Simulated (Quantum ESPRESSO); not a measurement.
Consider LuC2 (Immm).

```
CELL_PARAMETERS angstrom
-1.77805 2.33675 2.43151
1.77805 -2.33675 2.43151
1.77805 2.33675 -2.43151
ATOMIC_POSITIONS crystal
Lu 0.00000 0.00000 0.00000
C 0.35979 0.50000 0.85979
C 0.64021 0.50000 0.14022
```

Absorber: atom 2, with 1 C at 1.31 Å, 2 Lu at 2.45 Å and 2 Lu at 2.52 Å (5-fold, site symmetry m2m). Method: Quantum ESPRESSO XSpectra, LDA, excited-electron core hole (neutral cell), 12-atom cell with 5.9 Å between holes, 6×6×6 k points, dipole transitions, Lorentzian half width 0.3 eV up to 4 eV, rising linearly to 2.5 eV at 25 eV, without spin-orbit coupling.

Predict the near-edge structure at the C K edge.

Main maxima up to 24 eV above the zero (height): 0.4 eV (1.87), 5.2 eV (1.10), 7.5 eV (1.52) and 15.0 eV (1.02). A K edge sees empty p states on the absorber. The total-energy difference is 286.07 eV. One term is added: -6.67 eV, since the hole is spin-paired here and a spin-polarised one costs that much less in the free atom (computed apart). The photon energy is then 279.40 eV. The functional leaves an error in such absolute values: in the free atom LDA prices this hole 2.9 eV below PBE (computed apart), and PBE is itself good to a few eV.

The C K spectrum (energy from the energy zero of the input (xe0, at the border of filled and empty states); intensity scaled to a mean of 1 over the first 20 eV; the points at xe0, where the cut of filled states can leave a spike, are interpolated; polarised curves are means over the symmetry-equivalent atoms):

```tsv
E (eV)	isotropic	ε ∥ x	ε ∥ y	ε ∥ z
-2.0	0.07	0.12	0.02	0.07
-1.0	0.17	0.31	0.04	0.15
0.0	1.25	2.63	0.15	0.97
1.0	1.50	2.71	0.37	1.40
2.0	0.88	1.25	0.30	1.09
3.0	0.80	0.61	0.32	1.45
4.0	0.61	0.47	0.29	1.08
5.0	1.06	0.68	0.41	2.09
6.0	1.09	0.72	0.68	1.85
7.0	1.45	1.35	1.07	1.93
8.0	1.46	1.82	0.98	1.58
9.0	1.18	1.59	0.79	1.17
10.0	0.89	1.15	0.65	0.85
11.0	0.80	0.94	0.73	0.72
12.0	0.84	0.92	0.93	0.68
13.0	0.89	0.80	1.25	0.62
14.0	0.96	0.68	1.61	0.57
15.0	1.02	0.63	1.82	0.60
16.0	0.95	0.60	1.59	0.65
17.0	0.84	0.55	1.31	0.66
18.0	0.77	0.51	1.14	0.64
19.0	0.74	0.51	1.09	0.63
20.0	0.75	0.54	1.09	0.63
21.0	0.77	0.61	1.07	0.63
22.0	0.76	0.67	0.99	0.62
23.0	0.74	0.72	0.90	0.60
24.0	0.72	0.74	0.84	0.59
25.0	0.70	0.70	0.81	0.60
26.0	0.68	0.64	0.79	0.60
27.0	0.65	0.59	0.77	0.60
28.0	0.62	0.55	0.73	0.58
29.0	0.59	0.53	0.68	0.56
30.0	0.56	0.51	0.63	0.54
31.0	0.54	0.50	0.59	0.53
32.0	0.54	0.51	0.56	0.54
```

Lanthanide 4f electrons are frozen in the core. The holes are only 5.9 Å apart, so the shape is probably not converged with cell size; no larger cell was run here. The structure is a computed Materials Project entry and may be a hypothetical form.

[Banner, clock and machine lines of the logs are left out without a mark of their own.]

[Logs are printed without paths, hosts, clocks, repeated set-up lines and the standing remarks that a program may print on its own settings, such as how far it seeks lower states.]

[Hosts, paths, dates, database ids (printed as entryN), source tags and the programs' standing remarks are cut or masked in the printed files.]

[Lists of maxima count a maximum above −3 eV only where it reaches 4 % of the highest in the window and stands out from its surroundings by 2 % of it (1.5 % where it reaches 55 %); shoulders and weaker maxima are passed over, and of the rest the first, up to two pre-edge ones and the few strongest are named.]
